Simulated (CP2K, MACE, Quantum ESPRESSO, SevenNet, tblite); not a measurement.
# Bulk modulus two ways: glassy 65SiO2-10Al2O3-25Li2O (mol %) (128 atoms), QE, PBE

The cell holds 128 atoms (26 Si, 8 Al, 20 Li and 74 O). Recipe: 128 atoms (26 Si, 8 Al, 20 Li, 74 O) placed at random at 2.38 g/cm³, melted at 4000 K for 10 ps at fixed volume with the Morse and Coulomb pair potential with partial charges (Pedone, Malavasi, Menziani, Cormack and Segre, J. Phys. Chem. B 110, 11780 (2006)). Quenched from 4000 K to 300 K at 100 K/ps and fixed volume, held 10 ps at zero pressure. Then the atoms were relaxed with MACE MPA-0 medium in the fixed cell.

Calculated with Quantum ESPRESSO 7.5: PBE; plane waves, SSSP efficiency, 60/480 Ry; k-points Γ. The cell is scaled evenly by ±3 % in volume, and MACE MPA-0 medium relaxes the atoms at each volume before the single point.

| volume (Å³/atom) | energy less the middle row's (meV/atom) | pressure (GPa) |
| --- | --- | --- |
| 11.571 | 6.906 | 3.923 |
| 11.928 | 0.000 | 1.978 |
| 12.286 | -3.456 | 0.466 |

**Question.** Find the bulk modulus at the middle volume from the pressures and from the energies, and check the printed pressure against the slope of the energy (1 meV/Å³ = 0.16022 GPa).

Worked:

The step is h = 0.3579 Å³. From pressures: B = −V dP/dV = 11.928 × (3.923 − (0.466)) / (2 × 0.3579) = 57.6 GPa.

From energies: B = V d²E/dV² = 11.928 × (6.906 + (-3.456)) / 0.3579² = 321.4 meV/Å³ = 51.5 GPa.

Slope: P = −dE/dV = −(-3.456 − (6.906)) / (2 × 0.3579) = 14.5 meV/Å³ = 2.32 GPa, against 1.98 GPa printed.

The modulus from energies lies 11 % under that from pressures.

A central difference over ±3 % overstates P by about B(1 + B′)(0.03)²/6, some 0.04 GPa for B′ = 4, which is small against the gap found. The atoms follow MACE MPA-0 medium, so this level's forces do work along the path, which enters the energies but not the printed pressures. A stress printed at a finite cutoff holds the number of plane waves fixed and tends to come out low, which is the sign found here.

Limits: three points, a static cell at zero temperature, the cell shape held; the modulus is that at 2.0 GPa, not at zero pressure.

[Hosts, paths, dates, database ids (printed as entryN), source tags and the programs' standing remarks are cut or masked in the printed files.]
